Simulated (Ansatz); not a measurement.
# A hypothetical structure for VCuSnAs, part 2 of 2

Starting from a made-up structure for VCuSnAs, the aim is the relaxed cell, its shortest contacts and, where a second run follows, its electronic structure.

Ansatz 0.2.0; DFT, PBEsol, plane-wave PAW, files of the set soft_1, scalar-relativistic, ferromagnetic start, cell and ions relaxed at zero pressure; PAW set soft_1 (the session's first sound run).

So far: The starting structure; Relaxation of the guess. The relaxed cell has a = 3.902, c = 8.504 Å (conventional setting).

In doubt: warnings of the run leave room for a lower electronic state, so energies may not be the lowest and differences between runs may mislead.

## Step 3: Bands of the relaxed cell

With the geometry fixed, one more self-consistent run, with a narrower smearing and the mesh shown in its input, gives the bands, and its pressure, and its forces where symmetry allows any, show how far the geometry depends on these settings.

This step: DFT, PBEsol, plane-wave PAW, files of the set soft_1, scalar-relativistic, ferromagnetic start, bands and density of states at the relaxed cell; PAW set soft_1 (Ansatz 0.2.0).

The input, input.yaml:

```yaml
crystal:
  lattice:
    - [3.9023538103, 0.0, 0.0]
    - [0.0, 3.9023538103, 0.0]
    - [0.0, 0.0, 8.5042216644]
  atoms:
    - { symbol: Sn, position: [0.0, 0.0, 0.0] }
    - { symbol: Sn, position: [0.5, 0.5, 0.0] }
    - { symbol: As, position: [0.5, 0.0, 0.6800687035] }
    - { symbol: As, position: [0.0, 0.5, 0.3199312965] }
    - { symbol: Cu, position: [0.0, 0.0, 0.5] }
    - { symbol: Cu, position: [0.5, 0.5, 0.5] }
    - { symbol: V, position: [0.5, 0.0, 0.2474643914], spin: 1.5 }
    - { symbol: V, position: [0.0, 0.5, 0.7525356086], spin: 1.5 }
magnetization:
  spin_polarized: true
kpoints:
  mp_grid: { grid: [8, 8, 4] }
  band_path:
    path:
      - [[0.0, 0.0, 0.0], [0.0, 0.5, 0.0], [0.5, 0.5, 0.0], [0.0, 0.0, 0.0], [0.0, 0.0, 0.5], [0.0, 0.5, 0.5], [0.5, 0.5, 0.5], [0.0, 0.0, 0.5]]
      - [[0.0, 0.5, 0.0], [0.0, 0.5, 0.5]]
      - [[0.5, 0.5, 0.0], [0.5, 0.5, 0.5]]
    npoints: 8
scf:
  occupations: { method: fermi_dirac, width: 0.03 }
  n_extra_bands: 14
hamiltonian:
  xc: pbesol
  pseudopotentials: { kind: paw, azcp: { folder: soft_1 }, xc_functional: pbe }
output:
  forces: true
  stress: true
  write_bands: true
  dos: { projected: true }
  write_density: true
  write_potential: true
  elf: true
  volumetric_format: npy
```

On the command line:

```sh
$ ansatz run input.yaml --threads 4 --pin off --max-ram 10240MiB --backend cpu --events-out ev --progress --plain --runs-dir out
```

Numbers of over 12 decimals in the logs are rounded to 6 here.

Log:

```text
[...]
Crystal: 8 atoms, lattice volume = 129.505 Å³
Basis set: ecut = 420 eV, 2581 PW (Γ), exchange–correlation on 54×54×120 points (8 copies of the dense FFT grid, shifted against one another)
Bands: 75, of which v1, the nominal top of the filled ones, is band 61 counted from 1 (60 counted from 0)
Symmetry: 16 space group operations
[...]
k-points: 45 of 256
[...]
Starting moments: Σ|m| = 3 μB on 2 of 8 sites
[...]
SCF iter   1: F=—  HF=-40476.826613 eV  |F-HF|=—  |Δ(HF+E_count)|=         —  Δρ=1.29e-1 (↑1.29e-1 ↓1.18e-1)  dr2=7.15e1  dr2_m=9.18e-2  M=2.653 μB ∫|m|=3.364 μB  β_m=0.30  ethr=3.10e-3  ⟨swp⟩=6.1  Hψ=23514  notcnv=0  defer=1
[...]
SCF iter  19: F=-40473.034316 eV  HF=-40473.034316 eV  |F-HF|=1.04e-8  |Δ(HF+E_count)|=  7.71e-10  Δρ=1.97e-6 (↑1.97e-6 ↓6.43e-7)  dr2=1.15e-8  dr2_m=6.31e-10  M=2.880 μB ∫|m|=3.781 μB  ethr=3.65e-12  ⟨swp⟩=11.3  Hψ=45354  notcnv=0
SCF 1 converged in 19 iterations: F = -40473.034316 eV  dr2 = 1.15e-8
[...]
WARN: an SCF from antiferromagnetic starting moments (0.00, 0.00, 0.00, 0.00, 0.00, 0.00, -1.55, 1.55 Bohr magnetons, atom by atom) was not made, by what the run has read of turns of its moments that order reads lower: the deck asks for what bars it, or types moments that do (magnetization.spin_polarized, in the input reference, names some of the keys), or the run goes by scf.lower_state_search: light, the default, which as a rule tries one only behind a close that has lost an order of both signs, or on which an open d or half-filled 4f shell of a PAW file has lost a moment that was set nearer to Hund's than to what is left; [rest of the remark cut]
NSCF: frozen V_eff on 75 k-points
SCF converged after 19 iterations
Magnetization: 2.8796 μB (62.4398 up, 59.5602 down)
Absolute magnetization: 3.7868 μB (∫|ρ↑−ρ↓|, with the PAW one-centre terms)
[...]
Per-site moments (μB) at R_I (Å): [(-0.061263, 1.138245), (-0.061263, 1.138245), (-0.060236, 1.023142), (-0.060236, 1.023142), (-0.023940, 1.023142), (-0.023940, 1.023142), (1.511186, 1.166287), (1.511186, 1.166287)]
Free energy (F): -40473.034316 eV
[...]
Internal energy: -40473.014556 eV  (E = F + TS)
E sigma→0 (E₀):  -40473.024436 eV
Entropy (-TS):   -0.019760 eV (-2.470 meV/atom)
Fermi energy:    15.149045 eV
[...]
--- Forces (eV/Å), atoms counted from 1 ---
  atom   1  Sn     0.00000000     0.00000000    -0.00000000
  atom   2  Sn     0.00000000     0.00000000     0.00000000
  atom   3  As     0.00000000     0.00000000     0.02683352
  atom   4  As     0.00000000     0.00000000    -0.02683352
  atom   5  Cu     0.00000000     0.00000000     0.00000000
  atom   6  Cu     0.00000000     0.00000000     0.00000000
  atom   7  V      0.00000000     0.00000000     0.01462647
  atom   8  V      0.00000000     0.00000000    -0.01462647
  max |Σ_I F_I| component: 2.43e-17 eV/Å
--- Stress (GPa, compression-positive) ---
        0.108266       0.000000       0.000000
        0.000000       0.108266       0.000000
        0.000000       0.000000      -0.011525
  P = ⅓ Tr σ = 0.0683 GPa (0.683 kbar)
--- Band table (eV; the first three rows and the last of 90) ---
  k-point 0 ↑: bands = [... 57 lower, 13.9165, 14.7453, 14.7976, 14.8317, 14.8317, 15.0898, 15.0898, 15.6453, ... 10 higher]
  k-point 1 ↑: bands = [... 57 lower, 13.7872, 14.7483, 14.7947, 14.9092, 14.9092, 15.0991, 15.0991, 15.6406, ... 10 higher]
  k-point 2 ↑: bands = [... 57 lower, 13.5635, 14.7516, 14.7914, 15.0276, 15.0276, 15.0671, 15.0671, 15.6355, ... 10 higher]
  k-point 44 ↓: bands = [... 57 lower, 12.6043, 13.4083, 13.4083, 16.3646, 16.3646, 16.6693, 16.6693, 16.8487, ... 10 higher]
```

Run time: 47 s. Hardware: 4 threads of Arm Neoverse V1, shared host; peak memory 1 GiB.

This step gave:

```
free energy             : -40473.0343 eV
energy at zero smearing : -40473.0244 eV
smearing term TS        : 0.01976 eV
Fermi energy            : 15.15 eV
magnetization           : 2.880 μB
absolute magnetization  : 3.787 μB
site moments            : -0.06126, -0.06126, -0.06024, -0.06024, -0.02394, -0.02394, 1.511, 1.511 μB
pressure                : 0.06834 GPa
```

From bands.tsv, the bands that come nearest the Fermi level along the path, at its corners, in eV from the Fermi level:

```
point  band_60_up  band_61_up  band_62_up  band_63_up  band_56_dn  band_57_dn  band_58_dn  band_59_dn
    Γ       -0.32       -0.32       -0.06       -0.06       -1.27       -0.52       -0.05       -0.05
    X       -0.18       -0.18        0.11        0.11       -1.13       -1.13       -0.24       -0.24
    M       -0.10       -0.10        0.03        0.03       -2.18       -2.18       -1.57       -1.57
    Γ       -0.32       -0.32       -0.06       -0.06       -1.27       -0.52       -0.05       -0.05
    Z       -0.12       -0.12       -0.08       -0.08       -1.15       -0.95        0.14        0.14
    R       -0.20       -0.20        0.60        0.60       -0.26       -0.26        0.04        0.04
    A       -0.10       -0.10       -0.08       -0.08       -2.54       -2.54       -1.74       -1.74
    Z       -0.12       -0.12       -0.08       -0.08       -1.15       -0.95        0.14        0.14
    X       -0.18       -0.18        0.11        0.11       -1.13       -1.13       -0.24       -0.24
    R       -0.20       -0.20        0.60        0.60       -0.26       -0.26        0.04        0.04
    M       -0.10       -0.10        0.03        0.03       -2.18       -2.18       -1.57       -1.57
    A       -0.10       -0.10       -0.08       -0.08       -2.54       -2.54       -1.74       -1.74
```

Spin density in the ac plane at fractional y = 0.000, with atoms of Sn and As and Cu and V within 0.2 Å of it.

Values in e/Å³, 24 rows by 14 columns, each cell a mean:
```
0.0 0.0 0.0 0.0 0.0 0.0 0.0 0.0 0.0 0.0 0.0 0.0 0.0 0.0
0.0 0.0 0.0 0.0 0.0 0.0 0.0 0.0 0.0 0.0 0.0 0.0 0.0 0.0
0.0 0.0 0.0 0.0 0.0 0.0 0.0 0.0 0.0 0.0 0.0 0.0 0.0 0.0
0.0 0.0 0.0 0.0 0.0 0.0 0.0 0.0 0.0 0.0 0.0 0.0 0.0 0.0
0.0 0.0 0.0 0.0 0.0 0.0 0.0 0.0 0.0 0.0 0.0 0.0 0.0 0.0
0.0 0.0 0.0 0.0 0.0 0.0 0.0 0.0 0.0 0.0 0.0 0.0 0.0 0.0
0.0 0.0 0.0 0.0 0.0 0.0 0.0 0.0 0.0 0.0 0.0 0.0 0.0 0.0
0.0 0.0 0.0 0.0 0.0 0.0 0.0 0.0 0.0 0.0 0.0 0.0 0.0 0.0
0.0 0.0 0.0 0.0 0.0 0.0 0.0 0.0 0.0 0.0 0.0 0.0 0.0 0.0
0.0 0.0 0.0 0.0 0.0 0.0 0.0 0.0 0.0 0.0 0.0 0.0 0.0 0.0
0.0 0.0 0.0 0.0 0.0 0.0 0.0 0.0 0.0 0.0 0.0 0.0 0.0 0.0
0.0 0.0 0.0 0.0 0.0 0.0 0.0 0.0 0.0 0.0 0.0 0.0 0.0 0.0
0.0 0.0 0.0 0.0 0.0 0.0 0.0 0.0 0.0 0.0 0.0 0.0 0.0 0.0
0.0 0.0 0.0 0.0 0.0 0.0 0.0 0.0 0.0 0.0 0.0 0.0 0.0 0.0
0.0 0.0 0.0 0.0 0.0 0.0 0.0 0.1 0.0 0.0 0.0 0.0 0.0 0.0
0.0 0.0 0.0 0.0 0.0 0.1 0.2 0.2 0.1 0.1 0.0 0.0 0.0 0.0
0.0 0.0 0.0 0.1 0.1 0.3 0.6 0.8 0.5 0.3 0.1 0.0 0.0 0.0
0.0 0.0 0.0 0.1 0.3 0.8 1.2 1.6 1.1 0.6 0.2 0.1 0.0 0.0
0.0 0.0 0.0 0.1 0.3 0.6 1.0 1.3 0.9 0.5 0.2 0.1 0.0 0.0
0.0 0.0 0.0 0.0 0.1 0.2 0.3 0.5 0.3 0.1 0.1 0.0 0.0 0.0
0.0 0.0 0.0 0.0 0.0 0.1 0.1 0.1 0.1 0.0 0.0 0.0 0.0 0.0
0.0 0.0 0.0 0.0 0.0 0.0 0.0 0.0 0.0 0.0 0.0 0.0 0.0 0.0
0.0 0.0 0.0 0.0 0.0 0.0 0.0 0.0 0.0 0.0 0.0 0.0 0.0 0.0
0.0 0.0 0.0 0.0 0.0 0.0 0.0 0.0 0.0 0.0 0.0 0.0 0.0 0.0
```
Columns run along a (3.9 Å), rows up along c (8.5 Å). Atoms in or near the plane, at fractional coordinates: Sn at (0.00, 0.00), As at (0.50, 0.68), Cu at (0.00, 0.50), V at (0.50, 0.25).

ELF in the ac plane at fractional y = 0.000, with atoms of Sn and As and Cu and V within 0.2 Å of it. It is the smooth field of the valence electrons, not physical close to the nuclei.

Ten even steps from '_' (0.00) to '@' (0.73), each cell a mean:
```
____::------::..::--==--..__
..::--==--::..__..::--==--::
======--::........::--======
++++==------======------==++
------==**##%%%%%%##++==----
::::==##%%%%####%%%%%%**--::
::--++%%%%**--::--##%%##==::
::--**%%%%==......**%%##++--
::::==##%%**--::--##%%**--::
::::::==####******##**--::::
--::::::==********++--::::::
@@++::::::========--::::::**
**--::::::----------::::::==
::::::::----::::::----::::::
::::::--::::......::----::::
::::::::..::==++==::..::::::
::::::..--##%%@@%%**::..::::
::::..::**@@@@@@@@%%==....::
::::::::++%%@@@@@@##==::::::
++++==----++####**==::--++++
==++++++==::::::::::==**++++
----==++++==::::--==++++==--
__..::==++++----==++++--::__
____..--====--::--====--____
```
Columns run along a (3.9 Å), rows up along c (8.5 Å). Atoms in or near the plane, at fractional coordinates: Sn at (0.00, 0.00), As at (0.50, 0.68), Cu at (0.00, 0.50), V at (0.50, 0.25).

Valence density in the ac plane at fractional y = 0.000, with atoms of Sn and As and Cu and V within 0.2 Å of it. It is the smooth field of the valence electrons, not physical close to the nuclei.

Ten steps, logarithmic in the rise over the least value, from '0' (0 e/Å³) to '9' (59 e/Å³), each cell a mean:
```
65310000000245
43200000000123
11000000000001
00000000000000
00000000000000
00000123210000
00001467621000
00001588731000
00001366521000
21101112110012
75210000000136
98410000000258
87310000000157
43100000000023
00000000000000
00000122100000
00001355421000
00002567641000
00002466531000
00001234310000
00000011100000
22100000000012
54310000000134
65410000000246
```
Columns run along a (3.9 Å), rows up along c (8.5 Å). Atoms in or near the plane, at fractional coordinates: Sn at (0.00, 0.00), As at (0.50, 0.68), Cu at (0.00, 0.50), V at (0.50, 0.25).

## Step 4: Outcome

```json
{"space group, relaxed": "P4/nmm", "conventional cell": "a = 3.902, b = 3.902, c = 8.504 Å; α = 90.0°, β = 90.0°, γ = 90.0°", "volume per atom": "16.19 Å³ (guess 16.96)", "total moment": "2.89 μB in the cell of 8 atoms"}
```

VCuSnAs relaxes to P4/nmm with a = 3.902, b = 3.902 and c = 8.504 Å. The guessed volume was 5 % too large. The space group P4/nmm was held in the relaxation, so the end point is a stationary structure within it and may be a saddle against distortions or other arrangements. The input starts from parallel moments, and no other start was typed. The electronic state may lie above the lowest one. Bands cross the Fermi level, so it is a metal or semimetal at this level. On the 8×8×4 mesh with the narrower smearing (relaxed on 7×7×3) the largest force component is 0.027 eV/Å and the largest stress component is 0.108 GPa, against the relaxation's thresholds of 0.015 eV/Å and 0.05 GPa. The cutoff wasn't tested. A vector of the cell changed its length by 13 %, more than the volume shows. No dispersion term is used, so weakly bound directions may come out too long. The program estimates, without running it, that another magnetic order lies lower than the one relaxed here. Nothing here tests whether the compound is stable against decomposition.

[Logs are printed without paths, hosts, clocks, repeated set-up lines and the standing remarks that a program may print on its own settings, such as how far it seeks lower states.]

[Hosts, paths, dates, database ids (printed as entryN), source tags and the programs' standing remarks are cut or masked in the printed files.]
